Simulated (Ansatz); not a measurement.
In doubt: masses and optical values from hybrid runs of this build are listed as unsure (in some of the runs), which bears on the screening that GW takes from such a start.

SiO2 (Stishovite), computed twice by G0W0.

It takes space group P4_2/mnm (No. 136, tetragonal). The conventional cell has a = 4.177 Å, b = 4.177 Å, c = 2.665 Å, α = 90.00°, β = 90.00°, γ = 90.00°. Nearest to Si lie 6 O at 1.76 to 1.81 Å. Nearest to O lie 3 Si at 1.76 to 1.81 Å. Farther neighbours and most contacts between anions are not listed.

```
Si O
1.0
     4.17730    0.00000    0.00000
     0.00000    4.17730    0.00000
     0.00000    0.00000    2.66520
Si O
2 4
Direct
  0.00000 0.00000 0.00000
  0.50000 0.50000 0.50000
  0.30590 0.30590 0.00000
  0.19410 0.80590 0.50000
  0.69410 0.69410 0.00000
  0.80590 0.19410 0.50000
```

The cell and positions come from the Crystallography Open Database and are kept as given unless a step says otherwise.

The first (Ansatz 0.2.0; start PBE with 20 % exact exchange, 4×4×6 mesh, 194 empty bands, screening to 150 eV, PAW set soft_1 files; 1 × NVIDIA H100 80GB HBM3 (shared by 6 runs) with 3 threads of AMD EPYC 7R13 (Zen 3), shared host) gave, on its mesh: starting gap 7.94 eV, G0W0 gap 9.33 eV, RPA ε∞ (mean) 2.88, 59 s.

The second gave: starting gap 18.01 eV, G0W0 gap 11.70 eV, RPA ε∞ (mean) 2.05, 45 s.

**Question.** What was changed in the input? Choose among start, files, mesh, bands and cutoff, frequency model or another key.

Changed: start from PBE with 20 % exact exchange to Hartree-Fock. A jump of this size in the start, with ε∞ moving the other way, marks another functional. Other changes could give like numbers; this is the one that was made.

Limits: not at the basis limit; coarse k mesh.

[Paths, hosts, dates, memory and timing lines, banners, echoed tables and standing remarks are left out of the program output.]

[Logs are printed without paths, hosts, clocks, repeated set-up lines and the standing remarks that a program may print on its own settings, such as how far it seeks lower states.]

[Runs of the session that timed out or met a known fault of the program may be left out.]

[Cells called generated may have been cut or substituted from an entry of the Crystallography Open Database or the Materials Project.]

[Hosts, paths, dates, database ids (printed as entryN), source tags and the programs' standing remarks are cut or masked in the printed files.]
